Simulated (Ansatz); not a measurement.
# CO on Mo(110): change of the work function, part 4 of 5

How does CO on the longbridge site change the work function of Mo(110) as the layer fills?

Ansatz 0.2.0; plane-wave DFT, RPBE, Ansatz PAW.

So far, work function, upper face (eV): step 2 (the clean slab) 4.46; step 3 (18 atoms, coverage 0.25 ML, cell 2x2) 5.68; step 4 (20 atoms, coverage 0.5 ML, cell 2x2) 6.32; step 5 (6 atoms, coverage 1 ML, cell 1x1) 7.09.

## Step 7: The slab at 0.25 ML, atoms frozen

This step: plane-wave DFT, RPBE, Ansatz PAW (Ansatz 0.2.0).

System of this step: CO/Mo(110). The cell holds 18 atoms: 16 Mo, 1 C and 1 O. Cell: a = 5.456 Å, b = 5.456 Å, c = 27.499 Å, α = 90.0°, β = 90.0°, γ = 70.5°. Vacuum lies along c.

To see where the charge goes, the covered slab, the bare substrate and the adsorbate layer are each run at the same frozen positions and on the same grid.

Input file input.yaml:

```yaml
crystal:
  lattice:
    - [4.4547727214, -3.15, 0.0]
    - [4.4547727214, 3.15, 0.0]
    - [0.0, 0.0, 27.4993094706]
  atoms:
    - { symbol: Mo, position: [0.0, 0.0, 0.3272809453] }
    - { symbol: Mo, position: [0.25, 0.25, 0.4082788469] }
    - { symbol: Mo, position: [0.0, 0.0, 0.4904323301] }
    - { symbol: Mo, position: [0.2462453685, 0.2462453685, 0.5714886872] }
    - { symbol: Mo, position: [0.0, 0.5, 0.3272809453] }
    - { symbol: Mo, position: [0.25, 0.75, 0.4082788469] }
    - { symbol: Mo, position: [0.0, 0.5, 0.4914094561] }
    - { symbol: Mo, position: [0.2561761761, 0.7438238239, 0.569896943] }
    - { symbol: Mo, position: [0.5, 0.0, 0.3272809453] }
    - { symbol: Mo, position: [0.75, 0.25, 0.4082788469] }
    - { symbol: Mo, position: [0.5, 0.0, 0.4914094561] }
    - { symbol: Mo, position: [0.7438238239, 0.2561761761, 0.569896943] }
    - { symbol: Mo, position: [0.5, 0.5, 0.3272809453] }
    - { symbol: Mo, position: [0.75, 0.75, 0.4082788469] }
    - { symbol: Mo, position: [0.5, 0.5, 0.48960641] }
    - { symbol: Mo, position: [0.7537546315, 0.7537546315, 0.5714886872] }
    - { symbol: C, position: [0.0, 0.0, 0.6242835828] }
    - { symbol: O, position: [0.0, 0.0, 0.6681844268] }
kpoints:
  mp_grid: { grid: [6, 6, 1] }
hamiltonian:
  xc: rpbe
scf:
  occupations: { method: fermi_dirac, width: 0.1 }
  convergence: { dr2_threshold: 1.0e-08 }
efield:
  axis: 3
  dipole_correction: true
  ramp_position: 0.97
  ramp_width: 0.06
output:
  write_potential: true
  write_density: true
  volumetric_format: npy
```

On the command line:

```bash
ansatz run input.yaml --threads 4 --pin off --max-ram 6144MiB --backend cpu --events-out ev --progress --plain --runs-dir out
```

Numbers of over 12 decimals in the logs are rounded to 6 here.

The program printed:

```text
[...]
Crystal: 18 atoms, lattice volume = 771.770 Å³
Basis set: ecut = 420 eV, 15107 PW (Γ)
Bands: 141, of which v1, the nominal top of the filled ones, is band 117 counted from 1 (116 counted from 0)
Symmetry: 4 space group operations
[...]
k-points: 13 of 36
[...]
SCF iter   1: F=—  HF=-80220.859088 eV  |F-HF|=—  |Δ(HF+E_count)|=         —  Δρ=5.30e-3  dr2=1.47e0  ethr=1.77e-3  p=-0.211 e·Å  D=-4.94e-2 V/Å  ΔV_dip=1.36 eV  dr2_dipole=2.43e-1  V_vac-E_F(+/−)=6.10/4.74 eV  ⟨swp⟩=9.2  Hψ=9419  notcnv=0
[...]
SCF iter  11: F=-80220.797576 eV  HF=-80220.797576 eV  |F-HF|=1.18e-9  |Δ(HF+E_count)|=   5.88e-9  Δρ=2.57e-7  dr2=1.31e-9  ethr=4.27e-12  p=-0.182 e·Å  D=-4.27e-2 V/Å  ΔV_dip=1.18 eV  dr2_dipole=1.88e-10  V_vac-E_F(+/−)=5.68/4.51 eV  ⟨swp⟩=6.3  Hψ=4680  notcnv=0
SCF 1 converged in 11 iterations: F = -80220.797576 eV  dr2 = 1.31e-9
[...]
SCF converged after 11 iterations
Free energy (F): -80220.797576 eV
[...]
Internal energy: -80220.324729 eV  (E = F + TS)
E sigma→0 (E₀):  -80220.561153 eV
Entropy (-TS):   -0.472846 eV (-26.269 meV/atom)
Fermi energy:    3.751658 eV
Dipole field:    D = -0.042733 V/Å  (p = -0.182261 e·Å, saw-weighted, corrected)
Work function:   Φ+ = 5.6819 eV   Φ− = 4.5068 eV
[...]
--- Band table (eV; the first three rows and the last of 13) ---
  k-point 0: bands = [... 113 lower, 4.2420, 4.2766, 4.6914, 4.6967, 4.7206, 4.7323, 4.8623, 4.9362, ... 20 higher]
  k-point 1: bands = [... 113 lower, 4.0368, 4.1438, 4.2975, 4.3862, 4.4112, 4.6031, 4.7671, 4.7736, ... 20 higher]
  k-point 2: bands = [... 113 lower, 3.3543, 3.4475, 3.4996, 3.6737, 3.9436, 4.2034, 4.2183, 4.4286, ... 20 higher]
  k-point 12: bands = [... 113 lower, 2.9258, 3.0505, 3.0563, 3.0625, 3.1061, 3.1888, 3.2899, 3.5684, ... 20 higher]
```

Wall time 32 s (4 threads of Intel Xeon 6975P-C (Granite Rapids), shared host); peak memory 3 GiB; 2 min of CPU time.

In the SCF lines HF is the Harris–Foulkes energy and dr2 the Hartree energy of the density residual, in eV; the loop may stop once dr2 is under the threshold and the program's other checks hold. Hψ counts applications of the Hamiltonian.

Numbers from this step:

- energy at zero smearing: -80220.5612 eV
- work function, upper face: 5.682 eV
- work function, lower face: 4.507 eV
- dipole along the normal: -0.1823 e·Å
- step between the vacuum levels: 1.175 eV

The work function of the upper face is 5.68 eV.

## Step 8: The substrate of the 0.25 ML cell alone

System of this step: CO/Mo(110), substrate alone, atoms held. The cell holds 16 atoms: 16 Mo. Its edges and angles: a = 5.456 Å, b = 5.456 Å, c = 27.499 Å, α = 90.0°, β = 90.0°, γ = 70.5°. Vacuum lies along c.

The second part, atoms unmoved.

input.yaml: that of step 7 with these lines changed.

```diff
@@ -22,4 +22,2 @@
     - { symbol: Mo, position: [0.7537546315, 0.7537546315, 0.5714886872] }
-    - { symbol: C, position: [0.0, 0.0, 0.6242835828] }
-    - { symbol: O, position: [0.0, 0.0, 0.6681844268] }
 kpoints:
```

The program printed:

```text
[...]
Crystal: 16 atoms, lattice volume = 771.770 Å³
Basis set: ecut = 420 eV, 15107 PW (Γ)
Bands: 135, of which v1, the nominal top of the filled ones, is band 112 counted from 1 (111 counted from 0)
Symmetry: 4 space group operations
[...]
k-points: 13 of 36
[...]
SCF iter   1: F=—  HF=-79399.378338 eV  |F-HF|=—  |Δ(HF+E_count)|=         —  Δρ=3.69e-3  dr2=7.87e-1  ethr=1.77e-3  p=0.005 e·Å  D=1.26e-3 V/Å  ΔV_dip=-0.03 eV  dr2_dipole=1.02e-3  V_vac-E_F(+/−)=4.74/4.77 eV  ⟨swp⟩=9.1  Hψ=8703  notcnv=0
[...]
SCF iter  10: F=-79399.350226 eV  HF=-79399.350226 eV  |F-HF|=8.00e-10  |Δ(HF+E_count)|=   1.58e-8  Δρ=4.52e-7  dr2=2.44e-9  ethr=4.46e-12  p=0.005 e·Å  D=1.19e-3 V/Å  ΔV_dip=-0.03 eV  dr2_dipole=1.36e-12  V_vac-E_F(+/−)=4.50/4.53 eV  ⟨swp⟩=6.5  Hψ=4733  notcnv=0
SCF 1 converged in 10 iterations: F = -79399.350226 eV  dr2 = 2.44e-9
[...]
SCF converged after 10 iterations
Free energy (F): -79399.350226 eV
[...]
Internal energy: -79398.878415 eV  (E = F + TS)
E sigma→0 (E₀):  -79399.114320 eV
Entropy (-TS):   -0.471811 eV (-29.488 meV/atom)
Fermi energy:    3.902536 eV
Dipole field:    D = 0.001191 V/Å  (p = 0.005081 e·Å, saw-weighted, corrected)
Work function:   Φ+ = 4.5001 eV   Φ− = 4.5329 eV
[...]
--- Band table (eV; the first three rows and the last of 13) ---
  k-point 0: bands = [... 108 lower, 4.4160, 4.6727, 4.8108, 4.8814, 4.8848, 4.8889, 4.9095, 4.9818, ... 19 higher]
  k-point 1: bands = [... 108 lower, 4.3075, 4.3130, 4.5048, 4.5180, 4.6004, 4.6326, 4.8664, 4.9421, ... 19 higher]
  k-point 2: bands = [... 108 lower, 3.4593, 3.5688, 3.5836, 3.8644, 4.0161, 4.2708, 4.4742, 4.4991, ... 19 higher]
  k-point 12: bands = [... 108 lower, 3.1245, 3.1545, 3.1885, 3.2304, 3.2630, 3.2661, 3.3680, 3.4239, ... 19 higher]
```

Wall time 27 s (4 threads); peak memory 2.8 GiB.

This step gave:

```
energy at zero smearing        : -79399.1143 eV
work function, upper face      : 4.500 eV
work function, lower face      : 4.533 eV
dipole along the normal        : 0.005081 e·Å
step between the vacuum levels : -0.03276 eV
```

The work function of the upper face is 4.50 eV.

## Step 9: The adsorbate layer of the 0.25 ML cell alone

System of this step: CO/Mo(110), adsorbate layer alone, atoms held. The cell holds 2 atoms: 1 C and 1 O. Cell: a = 5.456 Å, b = 5.456 Å, c = 27.499 Å, α = 90.0°, β = 90.0°, γ = 70.5°. Vacuum lies along c.

The third part; a free layer of atoms may carry a moment, so spin is on.

input.yaml, the sections that differ from step 8:

```yaml
crystal:
  lattice:
    - [4.4547727214, -3.15, 0.0]
    - [4.4547727214, 3.15, 0.0]
    - [0.0, 0.0, 27.4993094706]
  atoms:
    - { symbol: C, position: [0.0, 0.0, 0.6242835828], spin: 1.0 }
    - { symbol: O, position: [0.0, 0.0, 0.6681844268] }
magnetization:
  spin_polarized: true
# kpoints, hamiltonian, scf, efield, output: as in step 8
```

The program printed:

```text
[...]
Crystal: 2 atoms, lattice volume = 771.770 Å³
Basis set: ecut = 420 eV, 15107 PW (Γ)
Bands: 10, of which v1, the nominal top of the filled ones, is band 5 counted from 1 (4 counted from 0)
Symmetry: 4 space group operations
k-points: 13 of 36
[...]
Starting moments: Σ|m| = 1 μB on 1 of 2 sites
[...]
SCF iter   1: F=—  HF=-820.211023 eV  |F-HF|=—  |Δ(HF+E_count)|=         —  Δρ=1.28e-2 (↑1.08e-2 ↓1.28e-2)  dr2=2.32e0  dr2_m=2.74e-1  M=0.000 μB ∫|m|=0.236 μB  β_m=0.30  ethr=3.10e-3  p=-0.000 e·Å  D=-1.13e-7 V/Å  ΔV_dip=0.00 eV  dr2_dipole=7.19e-3  V_vac-E_F(+/−)=7.03/7.03 eV  ⟨swp⟩=5.7  Hψ=1876  notcnv=0
[...]
spin=Collinear: Resta preconditioning applied to the charge; magnetization (m = ρ↑ − ρ↓) channel mixes plain (no charge-response kernel on spin).
SCF iter   2: F=—  HF=-819.885949 eV  |F-HF|=—  |Δ(HF+E_count)|=   3.25e-1  Δρ=8.28e-3 (↑6.12e-3 ↓8.28e-3)  dr2=6.08e-1  dr2_m=1.36e-1  M=0.000 μB ∫|m|=0.237 μB  β_m=0.30  ethr=3.10e-3  p=-0.072 e·Å  D=-1.68e-2 V/Å  ΔV_dip=0.46 eV  dr2_dipole=6.06e-3  V_vac-E_F(+/−)=6.93/6.46 eV  ⟨swp⟩=3.0  Hψ=761  notcnv=0  defer=10  κ⁻¹=1.0e0(r=1)
[...]
SCF iter   7: F=—  HF=-819.870751 eV  |F-HF|=—  |Δ(HF+E_count)|=   5.88e-3  Δρ=1.03e-3 (↑1.02e-3 ↓1.03e-3)  dr2=2.95e-6  dr2_m=7.42e-3  M=0.000 μB ∫|m|=0.087 μB  β_m=0.30  ethr=6.05e-7  p=-0.006 e·Å  D=-1.39e-3 V/Å  ΔV_dip=0.04 eV  dr2_dipole=1.75e-8  V_vac-E_F(+/−)=6.15/6.11 eV  ⟨swp⟩=3.0  Hψ=429  notcnv=0  defer=11
[...]
spin-set hold released at iteration 7 (site moments contracting): the magnetisation degrees of freedom join the quasi-Newton model from the next iteration; the mixer history was flushed
SCF iter   8: F=—  HF=-819.874259 eV  |F-HF|=—  |Δ(HF+E_count)|=   3.51e-3  Δρ=8.09e-4 (↑8.09e-4 ↓8.08e-4)  dr2=8.33e-7  dr2_m=4.63e-3  M=0.000 μB ∫|m|=0.072 μB  β_m=0.59  ethr=2.95e-8  p=-0.006 e·Å  D=-1.36e-3 V/Å  ΔV_dip=0.04 eV  dr2_dipole=1.46e-9  V_vac-E_F(+/−)=6.15/6.11 eV  ⟨swp⟩=3.0  Hψ=518  notcnv=0  defer=14
density mixer auto → msr1: gapped (density of states about μ 0.00 of a free-electron gas's, 30 screened modes)
SCF iter   9: F=—  HF=-819.879895 eV  |F-HF|=—  |Δ(HF+E_count)|=   5.64e-3  Δρ=2.65e-4 (↑1.85e-4 ↓2.65e-4)  dr2=5.66e-5  dr2_m=3.58e-4  M=0.000 μB ∫|m|=0.020 μB  β_m=0.82  ethr=8.33e-9  p=-0.006 e·Å  D=-1.52e-3 V/Å  ΔV_dip=0.04 eV  dr2_dipole=8.10e-7  V_vac-E_F(+/−)=6.15/6.11 eV  ⟨swp⟩=4.0  Hψ=697  notcnv=0  defer=11
[...]
SCF iter  15: F=-819.880223 eV  HF=-819.880223 eV  |F-HF|=4.77e-12  |Δ(HF+E_count)|=  6.98e-11  Δρ=2.17e-8 (↑1.57e-8 ↓2.17e-8)  dr2=8.37e-12  dr2_m=7.19e-13  M=0.000 μB ∫|m|=0.000 μB  ethr=1.00e-12  p=-0.006 e·Å  D=-1.40e-3 V/Å  ΔV_dip=0.04 eV  dr2_dipole=3.78e-16  V_vac-E_F(+/−)=6.15/6.11 eV  ⟨swp⟩=1.0  Hψ=702  notcnv=0
SCF 1 converged in 15 iterations: F = -819.880223 eV  dr2 = 8.37e-12
[...]
WARN: the starting moments were not kept: the SCF closed with an absolute magnetisation of 8.9e-7 μB, where they sum to 1 μB in size (1 site). That is at most 0.1 of that sum. Measured as dr2_m measures the in/out step, that magnetisation stands 2.7e-13 eV from none, at or under the dr2_threshold of 1.0e-8 eV: it is no larger than a step whose dr2_m would equal this threshold. The system may hold no moment; this SCF  [...]
[...]
SCF converged after 15 iterations
Magnetization: 0.0000 μB (5.0000 up, 5.0000 down)
Absolute magnetization: 0.0000 μB (∫|ρ↑−ρ↓|, with the PAW one-centre terms)
[...]
Per-site moments (μB) at R_I (Å): [(9.878932894700165e-8, 0.497988), (-1.3690504672776563e-7, 0.497988)]
Free energy (F): -819.880223 eV
[...]
Internal energy: -819.880223 eV  (E = F + TS)
E sigma→0 (E₀):  -819.880223 eV
Fermi energy:    -5.826975 eV
Dipole field:    D = -0.001398 V/Å  (p = -0.005962 e·Å, saw-weighted, corrected)
Work function:   Φ+ = 6.1493 eV   Φ− = 6.1109 eV
[...]
--- Band table (eV; the first three rows and the last of 26) ---
[...]
```

It took 6.7 s on 4 threads; peak memory 1 GiB; 25 s of CPU time.

Numbers from this step:

* gap on the k-mesh: 6.387 eV
* dipole along the normal: -0.005962 e·Å
* step between the vacuum levels: 0.03843 eV
* ionisation energy, upper face: 9.347 eV
* electron affinity, upper face: 2.959 eV
* ionisation energy, lower face: 9.308 eV

At this spacing and smearing the free layer keeps no moment.

## Step 10: Density difference at 0.25 ML

This step: plane-wave DFT, RPBE, Ansatz PAW; density difference on adsorption (Ansatz 0.2.0).

The densities of the parts are taken from that of the whole and averaged over planes; the first moment of what is left gives the step in the potential.

This step gave:

```yaml
largest_charge_moved: -0.005053 e/Å²
potential_step_from_the_moved_charge: 1.170 eV
```

Planar mean, whole system less its parts. Electron density difference against z:

| z (Å) | electron density difference (e/Å³) |
| --- | --- |
| 4 | -3.5e-7 |
| 5 | -2.9e-6 |
| 6 | -1.9e-5 |
| 7 | -1.0e-4 |
| 8 | 6.1e-5 |
| 9 | -6.6e-4 |
| 10 | -2.1e-4 |
| 11 | 8.8e-5 |
| 12 | 2.1e-4 |
| 13 | 4.4e-4 |
| 14 | 6.4e-4 |
| 15 | 5.8e-4 |
| 16 | -0.00842 |
| 17 | 0.00742 |
| 18 | -0.00606 |
| 19 | 9.0e-4 |
| 20 | 3.9e-5 |
| 21 | -2.0e-6 |
| 22 | -4.4e-7 |

Planar mean, whole system less its parts. The electrons moved below z by z:

| z (Å) | electrons moved below z (e/Å²) |
| --- | --- |
| 4 | -2.0e-7 |
| 5 | -1.7e-6 |
| 6 | -1.1e-5 |
| 7 | -7.0e-5 |
| 8 | -1.6e-4 |
| 9 | -6.2e-5 |
| 10 | 2.3e-5 |
| 11 | -4.9e-5 |
| 12 | -2.0e-5 |
| 13 | -6.6e-6 |
| 14 | 2.2e-4 |
| 15 | 4.7e-4 |
| 16 | -0.00348 |
| 17 | -0.00198 |
| 18 | -0.00206 |
| 19 | -2.6e-4 |
| 20 | -2.8e-6 |
| 21 | 1.4e-6 |
| 22 | 3.3e-7 |

## Step 11: Varying the input

This step: plane-wave DFT, RPBE, Ansatz PAW (Ansatz 0.2.0).

System of this step: CO/Mo(110). The cell holds 6 atoms: 4 Mo, 1 C and 1 O. Its edges and angles: a = 2.728 Å, b = 2.728 Å, c = 27.499 Å, α = 90.0°, β = 90.0°, γ = 70.5°. Vacuum lies along c.

An input spoilt on purpose, to show how the run answers: it repeats the earlier run at 1 ML with scf.occupations from occupations to occupation, and scf.max_iter set to 60.

Input file input.yaml:

```yaml
crystal:
  lattice:
    - [2.2273863607, -1.575, 0.0]
    - [2.2273863607, 1.575, 0.0]
    - [0.0, 0.0, 27.4993094706]
  atoms:
    - { symbol: Mo, position: [0.0, 0.0, 0.3272809453] }
    - { symbol: Mo, position: [0.5, 0.5, 0.4082788469] }
    - { symbol: Mo, position: [0.0, 0.0, 0.4908120047] }
    - { symbol: Mo, position: [0.5, 0.5, 0.5695848639] }
    - { symbol: C, position: [0.0, 0.0, 0.6305361772] }
    - { symbol: O, position: [0.0, 0.0, 0.6727190547] }
kpoints:
  mp_grid: { grid: [12, 12, 1] }
hamiltonian:
  xc: rpbe
scf:
  occupation: { method: fermi_dirac, width: 0.1 }
  convergence: { dr2_threshold: 1.0e-08 }
  max_iter: 60
efield:
  axis: 3
  dipole_correction: true
  ramp_position: 0.97
  ramp_width: 0.06
relax:
  f_tol: 0.02
  max_steps: 60
  constraints: [{ sites: [0, 1] }]
output:
  bader: true
  write_potential: true
  write_density: true
  volumetric_format: npy
```

The program printed:

```text
Error: YAML parse error: error: line 18 column 3: unknown field `occupation`, expected one of max_iter, algorithm, n_extra_bands, self_checks, convergence, lower_state_search, omitted_lower_state_checks, lower_solution_reach, mixing, occupations, eigensolver, initial_density, exx
  --> <input>:18:3
   |
16 |   xc: rpbe
17 | scf:
18 |   occupation: { method: fermi_dirac, width: 0.1 }
   |   ^ unknown field `occupation`, expected one of max_iter, algorithm, n_extra_bands, self_checks, convergence, lower_state_search, omitted_lower_state_checks, lower_solution_reach, mixing, occupations, eigensolver, initial_density, exx
19 |   convergence: { dr2_threshold: 1.0e-08 }
20 |   max_iter: 60
   |
```

Wall time 0.02 s (4 threads); peak memory 0.028 GiB.

The program refused the input before any cycle.

The program's message: “Error: YAML parse error: error: line 18 column 3: unknown field `occupation`, expected one of max_iter, algorithm, n_extra_bands, self_checks, convergence, lower_state_search, omitted_lower_state_chec …”

A key was misspelt on purpose.

(Continued in part 5 of 5.)

[Logs are printed without paths, hosts, clocks, repeated set-up lines and the standing remarks that a program may print on its own settings, such as how far it seeks lower states.]

[Hosts, paths, dates, database ids (printed as entryN), source tags and the programs' standing remarks are cut or masked in the printed files.]

[Maps of the electrostatic potential energy from Ansatz leave out the sawtooth potential of an applied field or a dipole correction, so their vacuum need not be flat; planar profiles and work functions include it.]
